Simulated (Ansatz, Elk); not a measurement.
**How far do independent atoms describe CoAg2PbS4?**

The structure of CoAg2PbS4 used here is made up (a known structure type with other elements) and was relaxed beforehand with PBE. The aim is the Fourier transform of its all-electron density, F(hkl), set beside the sum over free spherical atoms that refinements use.

Method: DFT, PBE, all-electron APW+lo, Dirac cores, scalar-relativistic bands, static density, ferromagnetic start, in Elk 11.2.3 (patched build).

The structure was built from a prototype and need not be the compound's stable phase.

## Step 1: The structure

The structure is tetragonal, space group I-42m (No. 121). The conventional cell has a = 5.821 Å, b = 5.821 Å, c = 11.131 Å, α = 90.00°, β = 90.00°, γ = 90.00°. Nearest to Pb lie 4 S at 2.75 Å. Nearest to Ag lie 4 S at 2.53 Å. Nearest to Co lie 4 S at 2.18 Å. Nearest to S lie 1 Co at 2.18 Å and 2 Ag at 2.53 Å and 1 Pb at 2.75 Å. Farther neighbours and most contacts between anions are not listed.

## Step 2: Ground state and structure factors

An all-electron density is needed, since X-rays see the cores too. Task 0 finds the density and task 195 Fourier-transforms it; tshift is off so that phases refer to the origin typed.

Contents of elk.in:

```
tasks
  0
  195
  196

xctype
  20

spinpol
  .true.

rgkmax
  7.0

gmaxvr
  14.0

lmaxo
  7

lmaxapw
  8

swidth
  0.002

tshift
  .false.

ramdisk
  .false.

hmaxvr
  5.5

maxscl
  120

epspot
  1e-06

reducebf
  0.8

sppath
  './'

avec
  -5.49962353201 5.49962353201 10.51723893732
  5.49962353201 -5.49962353201 10.51723893732
  5.49962353201 5.49962353201 -10.51723893732

atoms
  4
  'Pb.in'
  1
  0.5000000000 0.5000000000 -0.0000000000   0.000000 0.000000 0.000000
  'Ag.in'
  2
  0.2500000000 0.7500000000 0.5000000000   0.000000 0.000000 0.000000
  0.7500000000 0.2500000000 0.5000000000   0.000000 0.000000 0.000000
  'Co.in'
  1
  -0.0000000000 -0.0000000000 -0.0000000000   0.000000 0.000000 -0.080000
  'S.in'
  4
  0.0873965904 0.6703908677 0.0000000000   0.000000 0.000000 0.000000
  0.9126034096 0.9126034096 0.5829942773   0.000000 0.000000 0.000000
  0.6703908677 0.0873965904 0.0000000000   0.000000 0.000000 0.000000
  0.3296091323 0.3296091323 0.4170057227   0.000000 0.000000 0.000000

ngridk
  5 5 5
```

Started as:

```
$ OMP_NUM_THREADS=4 elk
```

Numbers of over 12 decimals in the logs are rounded to 6 here.

The program printed:

```text
┌─────────────────────────┐
│ Elk code version 11.2.3 │
└─────────────────────────┘

All units are atomic (Hartree, Bohr, etc.)

┌─────────────────────────────────────────────────┐
│ Ground-state run starting from atomic densities │
└─────────────────────────────────────────────────┘

Lattice vectors :
  -5.499623532       5.499623532       10.51723894
   5.499623532      -5.499623532       10.51723894
   5.499623532       5.499623532      -10.51723894

Reciprocal lattice vectors :
 -0.1582656947E-16  0.5712377648      0.2987088790
  0.5712377648     -0.1582656947E-16  0.2987088790
  0.5712377648      0.5712377648     -0.8504049725E-17

Unit cell volume      :    1272.411704
Brillouin zone volume :   0.1949449323

Muffin-tin inner radius fraction :   0.1000000000E-01

Nuclei treated as point charges

Species : 1 (Pb)
 parameters loaded from : Pb.in
 name : lead
 nuclear charge    :   -82.00000000
 electronic charge :    82.00000000
 atomic mass :    377702.4943
 muffin-tin radius :    2.800000000
 number of radial points in muffin-tin :   1393
 inner part over the whole radius :   0.9993555083E-02
 number on inner part of muffin-tin    :   1001
 approximate nuclear radius :   0.1047603524E-03
 number of mesh points to nuclear radius :    525
 atomic positions (lattice), magnetic fields (Cartesian) :
  1 :   0.50000000  0.50000000  0.00000000    0.00000000  0.00000000  0.00000000

Species : 2 (Ag)
 parameters loaded from : Ag.in
 name : silver
 nuclear charge    :   -47.00000000
 electronic charge :    47.00000000
 atomic mass :    196631.6998
 muffin-tin radius :    2.600000000
 number of radial points in muffin-tin :   1193
 inner part over the whole radius :   0.9869554211E-02
 number on inner part of muffin-tin    :    849
 approximate nuclear radius :   0.8648227117E-04
 number of mesh points to nuclear radius :    425
 atomic positions (lattice), magnetic fields (Cartesian) :
  1 :   0.25000000  0.75000000  0.50000000    0.00000000  0.00000000  0.00000000
  2 :   0.75000000  0.25000000  0.50000000    0.00000000  0.00000000  0.00000000

Species : 3 (Co)
 parameters loaded from : Co.in
 name : cobalt
 nuclear charge    :   -27.00000000
 electronic charge :    27.00000000
 atomic mass :    107428.6517
 muffin-tin radius :    2.125631028
 number of radial points in muffin-tin :    993
 inner part over the whole radius :   0.9886189719E-02
 number on inner part of muffin-tin    :    698
 approximate nuclear radius :   0.7243775530E-04
 number of mesh points to nuclear radius :    336
 atomic positions (lattice), magnetic fields (Cartesian) :
  1 :   0.00000000  0.00000000  0.00000000    0.00000000  0.00000000 -0.08000000

Species : 4 (S)
 parameters loaded from : S.in
 name : sulphur
 nuclear charge    :   -16.00000000
 electronic charge :    16.00000000
 atomic mass :    58450.91931
 muffin-tin radius :    1.948495109
 number of radial points in muffin-tin :    793
 inner part over the whole radius :   0.9873876034E-02
 number on inner part of muffin-tin    :    552
 approximate nuclear radius :   0.6195814986E-04
 number of mesh points to nuclear radius :    253
 atomic positions (lattice), magnetic fields (Cartesian) :
  1 :   0.08739659  0.67039087  0.00000000    0.00000000  0.00000000  0.00000000
  2 :   0.91260341  0.91260341  0.58299428    0.00000000  0.00000000  0.00000000
  3 :   0.67039087  0.08739659  0.00000000    0.00000000  0.00000000  0.00000000
  4 :   0.32960913  0.32960913  0.41700572    0.00000000  0.00000000  0.00000000

Total number of atoms per unit cell :    8
Total muffin-tin volume :    403.3768897
 ratio of muffin-tin to unit cell volume :   0.3170175884

Spin treatment :
 spin-polarised
 global magnetic field (Cartesian) :    0.000000000       0.000000000       0.000000000
 collinear magnetisation in z-direction

Number of Bravais lattice symmetries :   16
Number of crystal symmetries         :    8
Crystal has no inversion symmetry
Complex Hermitian eigensolver will be used

[...]
nuclear-nuclear             :     -2846.9408756338
 electron-nuclear            :     -80356.310871891
 Hartree                     :      10986.720777268
 Madelung                    :     -43000.692409561
 xc potential                :     -1110.8694513659
 xc effective B-field        :    -0.63624803661104E-01
 external B-field            :      0.000000
 exchange                    :     -837.64655086380
 correlation                 :     -13.842366787891
 electron entropic           :    -0.15658073776890E-02
 total energy                :     -34553.562287834
 (external B-field energy excluded from total)

Density of states at Fermi energy :    116.9303577
 (states/Hartree/unit cell)

Estimated indirect band gap :   0.1155074043E-02
 from k-point 1 to k-point 7
Estimated direct band gap   :   0.4974321907E-02
 at k-point 7

Charges :
 core                        :    176.0000000
 valence                     :    91.00000000
 interstitial                :    14.53849085
 muffin-tins (core leakage)
  species : 1 (Pb)
[...]
species : 2 (Ag)
[...]
species : 3 (Co)
[...]
species : 4 (S)
[...]
total in muffin-tins        :    252.4615091
 total calculated charge     :    266.9943570
 total charge                :    267.0000000
 error                       :   0.5643007098E-02

Moments :
 interstitial                :   0.2946242704
 muffin-tins
  species : 1 (Pb)
[...]
species : 2 (Ag)
[...]
species : 3 (Co)
[...]
species : 4 (S)
[...]
total in muffin-tins        :    1.887440417
 total moment                :    2.182064687

RMS change in Kohn-Sham potential (target) :   0.9149299937E-06 (  0.1000000000E-05)
Absolute change in total energy (target)   :   0.1730718941E-04 (  0.1000000000E-03)

Convergence targets achieved

┌──────────────────┐
│ Loop number : 22 │
└──────────────────┘

Energies :
 Fermi                       :     0.142754
 sum of occupied eigenvalues :     -21028.151035613
 electron kinetic            :      38514.459155344
 core electron kinetic       :      37803.915888670
 Coulomb                     :     -72216.530955559
 Coulomb potential           :     -58431.677117679
 nuclear-nuclear             :     -2846.9408756338
 electron-nuclear            :     -80356.310848004
 Hartree                     :      10986.720768079
 Madelung                    :     -43000.692396720
 xc potential                :     -1110.8694474241
 xc effective B-field        :    -0.63621170198244E-01
 external B-field            :      0.000000
 exchange                    :     -837.64654785415
 correlation                 :     -13.842366962112
 electron entropic           :    -0.15658260541000E-02
 total energy                :     -34553.562280858
 (external B-field energy excluded from total)

Density of states at Fermi energy :    116.9316737
 (states/Hartree/unit cell)

Estimated indirect band gap :   0.1154746715E-02
 from k-point 1 to k-point 7
Estimated direct band gap   :   0.4974158716E-02
 at k-point 7

Charges :
 core                        :    176.0000000
 valence                     :    91.00000000
 interstitial                :    14.53849027
 muffin-tins (core leakage)
  species : 1 (Pb)
[...]
species : 2 (Ag)
[...]
species : 3 (Co)
[...]
species : 4 (S)
[...]
atom 2                    :    13.68994166     (  0.3710397391E-03)
   atom 3                    :    13.68994166     (  0.3710397391E-03)
   atom 4                    :    13.68994166     (  0.3710397391E-03)
 total in muffin-tins        :    252.4615097
 total calculated charge     :    266.9943570
 total charge                :    267.0000000
 error                       :   0.5643007566E-02

Moments :
 interstitial                :   0.2946255464
 muffin-tins
  species : 1 (Pb)
[...]
species : 2 (Ag)
[...]
species : 3 (Co)
[...]
species : 4 (S)
[...]
atom 2                    :   0.4430027256E-01
   atom 3                    :   0.4430027256E-01
   atom 4                    :   0.4430027256E-01
 total in muffin-tins        :    1.887456604
 total moment                :    2.182082150

┌──────────────────────────────┐
│ Self-consistent loop stopped │
└──────────────────────────────┘

Warning : the lowest level lies among the core levels :   -3.207941463      -2.629880216

Warning : core states of species 1 leak from the muffin-tin :   0.1179452245E-02

Warning : core states of species 3 leak from the muffin-tin :   0.1899385017E-02

Warning : core states of species 4 leak from the muffin-tin :   0.3710397391E-03

Wrote STATE.OUT
```

It took 9.2 min on 4 threads of INTEL XEON PLATINUM 8581C at 2.30GHz (Emerald Rapids), shared host; peak memory 0.85 GiB; 32 min of CPU time.

SFACRHO.OUT:

```text

h k l indices transformed by vhmat matrix:
   1.000000000       0.000000000       0.000000000    
   0.000000000       1.000000000       0.000000000    
   0.000000000       0.000000000       1.000000000    

      h      k      l  multipl.   |H|            Re(F)            Im(F)           |F|

      0      0      0      1   0.0000000       267.00000      0.66278423E-16   267.00000    
      1      1     -1      2  0.59741776       17.476490     -0.77254886E-14   17.476490    
      0      1      0      8  0.64462359      -41.879100      0.12140053E-13   41.879100    
      0      0     -1      4  0.80785219       18.035240     -0.44145649E-13   18.035240    
      1      1     -2      4   1.0047553       178.56027      -47.423175       184.75045    
      2      0     -1      4   1.0047553       178.56027       47.423175       184.75045    
      1      2     -1      8   1.0627114      -58.501872      0.39731084E-13   58.501872    
     -1      1     -1      4   1.1424755       131.61824      0.68977577E-13   131.61824    
     -2     -2      2      2   1.1948355       124.65261      0.18623946E-13   124.65261    
     -2      0      2      8   1.2892472       12.664574      0.40834725E-13   12.664574    
      0     -1     -1      8   1.3117888      -55.816631       14.905168       57.772487    
      1     -2      0      8   1.3117888      -55.816631      -14.905168       57.772487    
     -2     -2      1      4   1.4423096       11.896252       4.0745612       12.574691    
      2      2     -3      4   1.4423096       11.896252      -4.0745612       12.574691    
      2      1      0      8   1.5603224      -40.919402      -14.950658       43.565120    
      0      3     -2      8   1.5603224      -40.919402       14.950658       43.565120    
     -3     -2      2      8   1.5990583      -54.931225     -0.52974779E-13   54.931225    
      2     -2      0      4   1.6157044       186.78593     -0.29967523E-13   186.78593
```

Elk indexes on the primitive cell of elk.in and gives |H| = 4π sin θ/λ in inverse bohr. Below, one row stands for each form hkl of the conventional cell (m members, Friedel mates merged), F is for one primitive cell and the density is static (no thermal factor). Free-atom factors are Waasmaier and Kirfel's, and R is Σm||F|−|F'||/Σm|F|.

| hkl | m | sin θ/λ (Å⁻¹) | abs F, DFT | neutral atoms | diff. | abs of complex diff. |
| --- | --- | --- | --- | --- | --- | --- |
| 002 | 2 | 0.090 | 17.477 | 17.336 | +0.140 | 0.140 |
| 101 | 8 | 0.097 | 41.879 | 42.319 | -0.440 | 0.440 |
| 110 | 4 | 0.121 | 18.035 | 17.886 | +0.149 | 0.149 |
| 112 | 8 | 0.151 | 184.750 | 184.780 | -0.030 | 0.655 |
| 103 | 8 | 0.160 | 58.502 | 58.572 | -0.070 | 0.070 |
| 200 | 4 | 0.172 | 131.618 | 132.353 | -0.735 | 0.735 |
| 004 | 2 | 0.180 | 124.653 | 125.294 | -0.641 | 0.641 |
| 202 | 8 | 0.194 | 12.665 | 12.384 | +0.280 | 0.280 |
| 211 | 16 | 0.197 | 57.772 | 57.747 | +0.025 | 0.059 |
| 114 | 8 | 0.217 | 12.575 | 12.205 | +0.370 | 0.376 |
| 213 | 16 | 0.235 | 43.565 | 43.501 | +0.064 | 0.068 |
| 105 | 8 | 0.240 | 54.931 | 54.812 | +0.119 | 0.119 |
| 220 | 4 | 0.243 | 186.786 | 187.183 | -0.397 | 0.397 |
| 204 | 8 | 0.249 | 189.552 | 189.962 | -0.410 | 0.410 |
| 222 | 8 | 0.259 | 18.831 | 18.672 | +0.159 | 0.168 |
| 301 | 8 | 0.262 | 65.481 | 65.440 | +0.042 | 0.042 |
| 006 | 2 | 0.270 | 9.042 | 8.979 | +0.062 | 0.062 |
| 310 | 8 | 0.272 | 7.786 | 7.658 | +0.128 | 0.128 |
| 312 | 16 | 0.286 | 148.682 | 149.073 | -0.392 | 0.409 |
| 303 | 8 | 0.291 | 27.652 | 27.467 | +0.185 | 0.185 |
| 215 | 16 | 0.295 | 39.464 | 39.279 | +0.185 | 0.247 |
| 116 | 8 | 0.296 | 148.276 | 148.682 | -0.406 | 0.426 |

## Step 3: The magnetisation density

The same run holds the spin density, and task 196 transforms it. The order is that of the start, and no other was tried.

SFACMAG_1.OUT:

```text

h k l indices transformed by vhmat matrix:
   1.000000000       0.000000000       0.000000000    
   0.000000000       1.000000000       0.000000000    
   0.000000000       0.000000000       1.000000000    

      h      k      l  multipl.   |H|            Re(F)            Im(F)           |F|

      0      0      0      1   0.0000000       2.1820822     -0.27465550E-17   2.1820822    
      1      1     -1      2  0.59741776       1.4732603      0.10777746E-17   1.4732603    
      0      1      0      8  0.64462359       1.5265907     -0.43110985E-17   1.5265907    
      0      0     -1      4  0.80785219       1.4136901     -0.30851299E-16   1.4136901    
      1      1     -2      4   1.0047553       1.4158297     -0.13697695       1.4224403    
      2      0     -1      4   1.0047553       1.4158297      0.13697695       1.4224403    
      1      2     -1      8   1.0627114       1.3990140      0.13472183E-16   1.3990140    
     -1      1     -1      4   1.1424755       1.1646010     -0.30716577E-16   1.1646010    
     -2     -2      2      2   1.1948355       1.2046067     -0.52810957E-16   1.2046067    
     -2      0      2      8   1.2892472       1.2251133      0.10238859E-16   1.2251133    
      0     -1     -1      8   1.3117888       1.1854693     -0.19610404E-01   1.1856315    
      1     -2      0      8   1.3117888       1.1854693      0.19610404E-01   1.1856315    
     -2     -2      1      4   1.4423096       1.1506712     -0.60458268E-01   1.1522584    
      2      2     -3      4   1.4423096       1.1506712      0.60458268E-01   1.1522584    
      2      1      0      8   1.5603224       1.0917080      0.23066392E-01   1.0919517    
      0      3     -2      8   1.5603224       1.0917080     -0.23066392E-01   1.0919517
```

The total moment is 2.18 μB a cell; sphere moments: Pb1 +0.02, Ag2 +0.04, Ag3 +0.04, Co4 +1.62, S5 +0.04, S6 +0.04, S7 +0.04, S8 +0.04 μB. Polarised neutrons measure spin and orbital magnetisation together; without spin-orbit coupling the run gives the spin part:

| hkl | sin θ/λ (Å⁻¹) | abs F_M (μB) |
| --- | --- | --- |
| 002 | 0.090 | 1.473 |
| 101 | 0.097 | 1.527 |
| 110 | 0.121 | 1.414 |
| 112 | 0.151 | 1.422 |
| 103 | 0.160 | 1.399 |
| 200 | 0.172 | 1.165 |
| 004 | 0.180 | 1.205 |
| 202 | 0.194 | 1.225 |
| 211 | 0.197 | 1.186 |
| 114 | 0.217 | 1.152 |
| 213 | 0.235 | 1.092 |
| 105 | 0.240 | 1.058 |
| 220 | 0.243 | 1.088 |
| 204 | 0.249 | 1.061 |

## Step 4: The highest occupied states alone

An energy window below the Fermi level keeps the highest occupied states, to see at which angles they scatter; shallow core shells can lie inside it and anion s states outside. No new self-consistency is needed.

elk.in: that of step 2 with these lines changed.

```diff
@@ -1,5 +1,3 @@
 tasks
-  0
   195
-  196
 
@@ -44,2 +42,5 @@
 
+wsfac
+  -0.408490 0.442750
+
 sppath
```

Started as:

```
$ OMP_NUM_THREADS=4 elk
```

The program printed:

```text
┌─────────────────────────────────┐
│ Elk code version 11.2.3 started │
└─────────────────────────────────┘

Info(readinput): the functional depends on the density's gradient
 muffin-tin radial points multiplied by    2.00000
 (not where nrmtscf is given)

┌────────────────────┐
│ Current task : 195 │
└────────────────────┘
Info(checkmt): changed muffin-tin radius of species 3 (Co) from   2.4000 to   2.1256
Info(checkmt): changed muffin-tin radius of species 4 (S) from   2.2000 to   1.9485

Info(sfacrho): density structure factors written to SFACRHO.OUT

 Energy window :  -0.4084900000      0.4427500000

┌──────────────────┐
│ Elk code stopped │
└──────────────────┘
```

Run time: 24 s. Hardware: 4 threads; peak memory 0.53 GiB; 36 s of CPU time.

States within 15 eV below the Fermi level hold 59.00 electrons; any levels below the window count with the cores. Their amplitudes can exceed the total, where window and core parts have opposite phase:

| hkl | sin θ/λ (Å⁻¹) | abs F, window | abs F, all |
| --- | --- | --- | --- |
| 002 | 0.090 | 7.314 | 17.477 |
| 101 | 0.097 | 8.775 | 41.879 |
| 110 | 0.121 | 6.590 | 18.035 |
| 112 | 0.151 | 23.494 | 184.750 |
| 103 | 0.160 | 3.148 | 58.502 |
| 200 | 0.172 | 9.636 | 131.618 |
| 004 | 0.180 | 8.455 | 124.653 |
| 202 | 0.194 | 5.451 | 12.665 |
| 211 | 0.197 | 4.178 | 57.772 |
| 114 | 0.217 | 4.635 | 12.575 |

(Continued in part 2 of 2.)

[Logs are printed without paths, hosts, clocks, repeated set-up lines and the standing remarks that a program may print on its own settings, such as how far it seeks lower states.]

[Hosts, paths, dates, database ids (printed as entryN), source tags and the programs' standing remarks are cut or masked in the printed files.]
